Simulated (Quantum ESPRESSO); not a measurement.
# KCl (Fm-3m): a volume series of phonon spectra, part 4 of 8

Which modes of KCl drive its thermal expansion?

Experimental results on record:
- volume expansion coefficient 111.3 1e-6/K and heat capacity C_P per formula unit 51.7 J/mol/K near room temperature (given in “High-Throughput Prediction of Finite-Temperature Properties using the Quasi-Harmonic Approximation”, 2016, arXiv:1603.06924)
- volume expansion coefficient 114.9 1e-6/K near room temperature (given in “Descriptors for thermal expansion in solids”, 2017, arXiv:1701.03966)

Quantum ESPRESSO 7.5; DFT LDA, scalar-relativistic, plane waves, PseudoDojo norm-conserving pseudopotentials.

So far. Step 3 (Relaxation): After the last step pw.x solved the final cell once more on a basis chosen for it, which moves the energy without moving the atoms. Step 4 (Ground state at this cell): On a basis chosen for the relaxed cell the pressure is -0.005 GPa, small enough for phonons.

### 5. Zone-centre response

In a polar crystal the Born charges and ε∞ give the long-range dipole term that a finite supercell misses. They are those of this k-mesh and were not tested on a denser one; where the gap is small they converge slowly, and the LO modes with them.

ph.in reads:

```
phonons
&INPUTPH
  prefix = 'x'
  outdir = './tmp'
  fildyn = 'x.dyn'
  tr2_ph = 1.0d-18
  epsil  = .true.
/
0.000000000 0.000000000 0.000000000
```

scf.in reads:

```
&CONTROL
  calculation = 'scf'
  prefix      = 'x'
  outdir      = './tmp'
  pseudo_dir  = './pseudo'
  tprnfor     = .true.
  tstress     = .true.
/
&SYSTEM
  ibrav       = 0
  nat         = 2
  ntyp        = 2
  ecutwfc     = 72.0
  occupations = 'fixed'
  nbnd        = 10
/
&ELECTRONS
  conv_thr         = 1.0d-12
  mixing_beta      = 0.7
  electron_maxstep = 100
/
ATOMIC_SPECIES
 K      39.0983  K.upf
 Cl     35.4500  Cl.upf
CELL_PARAMETERS angstrom
     0.000000000    3.037482047    3.037482047
     3.037482047    0.000000000    3.037482047
     3.037482047    3.037482047    0.000000000
ATOMIC_POSITIONS crystal
 K      0.000000000   0.000000000   0.000000000
 Cl     0.500000000   0.500000000   0.500000000
K_POINTS automatic
 6 6 6 0 0 0
```

Command:

```
> OMP_NUM_THREADS=1 mpirun -n 4 ph.x -nk 4 -in ph.in > ph.out
```

Output:

```text
[banner, memory and clock lines left out]
Program PHONON v.7.5

     ./tmp/x.save/

     IMPORTANT: XC functional enforced from input :
     Exchange-correlation= PW
                           (   1   4   0   0   0   0   0)
     Any further DFT definition will be discarded
     Please, verify this is what you really want

     G-vector sticks info

     Reading collected, re-writing distributed wavefunctions in ./tmp/

     Number and degeneracy of irreps per q-point
       N         xq(1)         xq(2)         xq(3)   N irreps
       1   0.000000000   0.000000000   0.000000000       2
        3   3

     Calculation of q =    0.0000000   0.0000000   0.0000000

     phonons

     bravais-lattice index     =            0
     lattice parameter (alat)  =       8.1176  a.u.
     unit-cell volume          =     378.2403 (a.u.)^3
     number of atoms/cell      =            2
     number of atomic types    =            2
     kinetic-energy cut-off    =      72.0000  Ry
     charge density cut-off    =     288.0000  Ry
     convergence threshold     =      1.0E-18
     beta                      =       0.7000
     number of iterations used =            4
     Exchange-correlation= PW
                           (   1   4   0   0   0   0   0)

     celldm(1)=    8.11760  celldm(2)=    0.00000  celldm(3)=    0.00000
     celldm(4)=    0.00000  celldm(5)=    0.00000  celldm(6)=    0.00000

     crystal axes: (cart. coord. in units of alat)
               a(1) = (  0.0000  0.7071  0.7071 )
               a(2) = (  0.7071  0.0000  0.7071 )
               a(3) = (  0.7071  0.7071  0.0000 )

     reciprocal axes: (cart. coord. in units 2 pi/alat)
               b(1) = ( -0.7071  0.7071  0.7071 )
               b(2) = (  0.7071 -0.7071  0.7071 )
               b(3) = (  0.7071  0.7071 -0.7071 )

     Atoms inside the unit cell:

     Cartesian axes

     site n.  atom      mass           positions (alat units)
        1  K      39.0983   tau(    1) = (    0.00000    0.00000    0.00000  )
        2  Cl     35.4500   tau(    2) = (    0.70711    0.70711    0.70711  )

     Computing dynamical matrix for
                    q = (   0.0000000   0.0000000   0.0000000 )

     49 Sym.Ops. (with q -> -q+G )

     G cutoff =  480.7153  (  30923 G-vectors)     FFT grid: ( 45, 45, 45)
     number of k points=    16
                       cart. coord. in units 2pi/alat
        k(    1) = (   0.0000000   0.0000000   0.0000000), wk =   0.0092593
        k(    2) = (   0.1178511   0.1178511  -0.1178511), wk =   0.0740741
        k(    3) = (   0.2357023   0.2357023  -0.2357023), wk =   0.0740741
        k(    4) = (  -0.3535534  -0.3535534   0.3535534), wk =   0.0370370
        k(    5) = (   0.2357023   0.0000000  -0.0000000), wk =   0.0555556
        k(    6) = (   0.3535534   0.1178511  -0.1178511), wk =   0.2222222
        k(    7) = (  -0.2357023  -0.4714045   0.4714045), wk =   0.2222222
        k(    8) = (  -0.1178511  -0.3535534   0.3535534), wk =   0.2222222
        k(    9) = (   0.0000000  -0.2357023   0.2357023), wk =   0.1111111
        k(   10) = (   0.4714045   0.0000000  -0.0000000), wk =   0.0555556
        k(   11) = (  -0.1178511  -0.5892557   0.5892557), wk =   0.2222222
        k(   12) = (  -0.0000000  -0.4714045   0.4714045), wk =   0.1111111
        k(   13) = (  -0.7071068   0.0000000   0.0000000), wk =   0.0277778
        k(   14) = (  -0.2357023  -0.4714045   0.7071068), wk =   0.2222222
        k(   15) = (  -0.1178511  -0.3535534   0.5892557), wk =   0.2222222
        k(   16) = (  -0.7071068   0.2357023   0.0000000), wk =   0.1111111

     PseudoPot. # 1 for K  read from file:
     ./pseudo/K.upf
     Pseudo is Norm-conserving + core correction, Zval =  9.0
     Using radial grid of 2170 points,  6 beta functions with:
                l(1) =   0
                l(2) =   0
                l(3) =   1
                l(4) =   1
                l(5) =   2
                l(6) =   2

     PseudoPot. # 2 for Cl read from file:
     ./pseudo/Cl.upf
     Pseudo is Norm-conserving + core correction, Zval =  7.0
     Using radial grid of 1016 points,  6 beta functions with:
                l(1) =   0
                l(2) =   0
                l(3) =   1
                l(4) =   1
                l(5) =   2
                l(6) =   2

     Mode symmetry, O_h (m-3m)  point group:

     Electric field:
     Dielectric constant
     Born effective charges as d Force / d E

     Atomic displacements:
     There are    2 irreducible representations

     Representation     1      3 modes -  To be done

     Representation     2      3 modes -  To be done

     Alpha used in Ewald sum =   2.8000

     Electric Fields Calculation

      thresh= 1.000E-02 alpha_mix =  0.700 |ddv_scf|^2 =  9.477E-08

      thresh= 3.079E-05 alpha_mix =  0.700 |ddv_scf|^2 =  1.318E-08

      thresh= 1.148E-05 alpha_mix =  0.700 |ddv_scf|^2 =  1.017E-10

      thresh= 1.009E-06 alpha_mix =  0.700 |ddv_scf|^2 =  1.162E-11

      thresh= 3.409E-07 alpha_mix =  0.700 |ddv_scf|^2 =  3.086E-13

      thresh= 5.556E-08 alpha_mix =  0.700 |ddv_scf|^2 =  4.723E-16

      thresh= 2.173E-09 alpha_mix =  0.700 |ddv_scf|^2 =  2.661E-17

      thresh= 5.159E-10 alpha_mix =  0.700 |ddv_scf|^2 =  5.691E-20

     End of electric fields calculation

          Dielectric constant in cartesian axis

          (       2.513075806      -0.000000000       0.000000000 )
          (      -0.000000000       2.513075806      -0.000000000 )
          (      -0.000000000      -0.000000000       2.513075806 )

          Effective charges (d Force / dE) in cartesian axis without acoustic sum rule applied (asr)

           atom    1  K     Mean Z*:        1.10921
      Ex  (        1.10921        0.00000        0.00000 )
      Ey  (       -0.00000        1.10921        0.00000 )
      Ez  (        0.00000        0.00000        1.10921 )
           atom    2  Cl    Mean Z*:       -1.11071
      Ex  (       -1.11071       -0.00000       -0.00000 )
      Ey  (       -0.00000       -1.11071       -0.00000 )
      Ez  (       -0.00000       -0.00000       -1.11071 )

          Effective charges Sum: Mean:       -0.00150
             -0.00150       -0.00000       -0.00000
             -0.00000       -0.00150       -0.00000
             -0.00000       -0.00000       -0.00150

          Effective charges (d Force / dE) in cartesian axis with asr applied:
           atom    1  K     Mean Z*:        1.10996
      E*x (        1.10996        0.00000        0.00000 )
      E*y (        0.00000        1.10996        0.00000 )
      E*z (        0.00000        0.00000        1.10996 )
           atom    2  Cl    Mean Z*:       -1.10996
      E*x (       -1.10996       -0.00000       -0.00000 )
      E*y (       -0.00000       -1.10996       -0.00000 )
      E*z (       -0.00000       -0.00000       -1.10996 )

     Representation #   1 modes #   1   2   3

     Self-consistent Calculation

      thresh= 1.000E-02 alpha_mix =  0.700 |ddv_scf|^2 =  2.369E-07

      thresh= 4.867E-05 alpha_mix =  0.700 |ddv_scf|^2 =  4.010E-08

      thresh= 2.002E-05 alpha_mix =  0.700 |ddv_scf|^2 =  3.634E-10

      thresh= 1.906E-06 alpha_mix =  0.700 |ddv_scf|^2 =  1.597E-11

      thresh= 3.997E-07 alpha_mix =  0.700 |ddv_scf|^2 =  4.394E-13

      thresh= 6.628E-08 alpha_mix =  0.700 |ddv_scf|^2 =  1.282E-15

      thresh= 3.581E-09 alpha_mix =  0.700 |ddv_scf|^2 =  5.153E-17

      thresh= 7.179E-10 alpha_mix =  0.700 |ddv_scf|^2 =  3.993E-20

     End of self-consistent calculation

     Convergence has been achieved

     Representation #   2 modes #   4   5   6

     Self-consistent Calculation

      thresh= 1.000E-02 alpha_mix =  0.700 |ddv_scf|^2 =  5.360E-07

      thresh= 7.321E-05 alpha_mix =  0.700 |ddv_scf|^2 =  9.068E-08

      thresh= 3.011E-05 alpha_mix =  0.700 |ddv_scf|^2 =  9.128E-10

      thresh= 3.021E-06 alpha_mix =  0.700 |ddv_scf|^2 =  3.627E-11

      thresh= 6.023E-07 alpha_mix =  0.700 |ddv_scf|^2 =  4.287E-13

      thresh= 6.547E-08 alpha_mix =  0.700 |ddv_scf|^2 =  1.003E-15

      thresh= 3.168E-09 alpha_mix =  0.700 |ddv_scf|^2 =  4.341E-17

      thresh= 6.589E-10 alpha_mix =  0.700 |ddv_scf|^2 =  3.615E-20

     End of self-consistent calculation

     Convergence has been achieved

     Number of q in the star =    1
     List of q in the star:
          1   0.000000000   0.000000000   0.000000000

          Dielectric constant in cartesian axis

          (       2.513075806      -0.000000000       0.000000000 )
          (      -0.000000000       2.513075806      -0.000000000 )
          (      -0.000000000      -0.000000000       2.513075806 )

          Effective charges (d Force / dE) in cartesian axis without acoustic sum rule applied (asr)

           atom    1  K     Mean Z*:        1.10921
      Ex  (        1.10921        0.00000        0.00000 )
      Ey  (       -0.00000        1.10921        0.00000 )
      Ez  (        0.00000        0.00000        1.10921 )
           atom    2  Cl    Mean Z*:       -1.11071
      Ex  (       -1.11071       -0.00000       -0.00000 )
      Ey  (       -0.00000       -1.11071       -0.00000 )
      Ez  (       -0.00000       -0.00000       -1.11071 )

          Effective charges Sum: Mean:       -0.00150
             -0.00150       -0.00000       -0.00000
             -0.00000       -0.00150       -0.00000
             -0.00000       -0.00000       -0.00150

          Effective charges (d Force / dE) in cartesian axis with asr applied:
           atom    1  K     Mean Z*:        1.10996
      E*x (        1.10996        0.00000        0.00000 )
      E*y (        0.00000        1.10996        0.00000 )
      E*z (        0.00000        0.00000        1.10996 )
           atom    2  Cl    Mean Z*:       -1.10996
      E*x (       -1.10996       -0.00000       -0.00000 )
      E*y (       -0.00000       -1.10996       -0.00000 )
      E*z (       -0.00000       -0.00000       -1.10996 )

     Diagonalizing the dynamical matrix

     q = (    0.000000000   0.000000000   0.000000000 )

 **************************************************************************
     freq (    1) =      -0.031177 [THz] =      -1.039955 [cm-1]
     freq (    2) =      -0.031177 [THz] =      -1.039955 [cm-1]
     freq (    3) =      -0.031177 [THz] =      -1.039955 [cm-1]
     freq (    4) =       4.843060 [THz] =     161.547093 [cm-1]
     freq (    5) =       4.843060 [THz] =     161.547093 [cm-1]
     freq (    6) =       4.843060 [THz] =     161.547093 [cm-1]
 **************************************************************************

     Mode symmetry, O_h (m-3m)  point group:

     freq (   1-   3) =         -1.0  [cm-1]   --> T_1u G_15  G_4- I
     freq (   4-   6) =        161.5  [cm-1]   --> T_1u G_15  G_4- I
```

Run time: 38 s. Hardware: 4 MPI ranks of Intel Xeon 6975P-C (Granite Rapids), shared host.

Numbers from this step:

| Item | Value |
| --- | --- |
| Γ frequencies | -1.04, -1.04, -1.04, 161.6, 161.6, 161.6 cm⁻¹ (negative: imaginary) |
| Γ symmetry | T_1u G_15 G_4- I, T_1u G_15 G_4- I, T_1u G_15 G_4- I, T_1u G_15 G_4- I, T_1u G_15 G_4- I, T_1u G_15 G_4- I |

ε∞:

```
2.51 0.00 0.00
0.00 2.51 0.00
0.00 0.00 2.51
```

Born charge (rows field, columns displacement), before the sum rule (e), principal values of the symmetric part by kind of site:

```csv
atom,atoms with these values,low,middle,high,mean
K1,1,1.11,1.11,1.11,1.11
Cl2,1,-1.11,-1.11,-1.11,-1.11
```

In full for K1:

```
1.11 0.00 0.00
0.00 1.11 0.00
0.00 0.00 1.11
```

The Born charges sum to zero within 0.0015 e; the rest is removed before use. Acoustic frequencies in this log differ from zero by the error of the sum rule, which ph.x does not impose.

[end of part 4 of 8]

[Logs are printed without paths, hosts, clocks, repeated set-up lines and the standing remarks that a program may print on its own settings, such as how far it seeks lower states.]

[Hosts, paths, dates, database ids (printed as entryN), source tags and the programs' standing remarks are cut or masked in the printed files.]

[A step with changed settings may run another functional than the one named; its input shows which.]

[Of the runs on displaced cells, only some may be shown.]
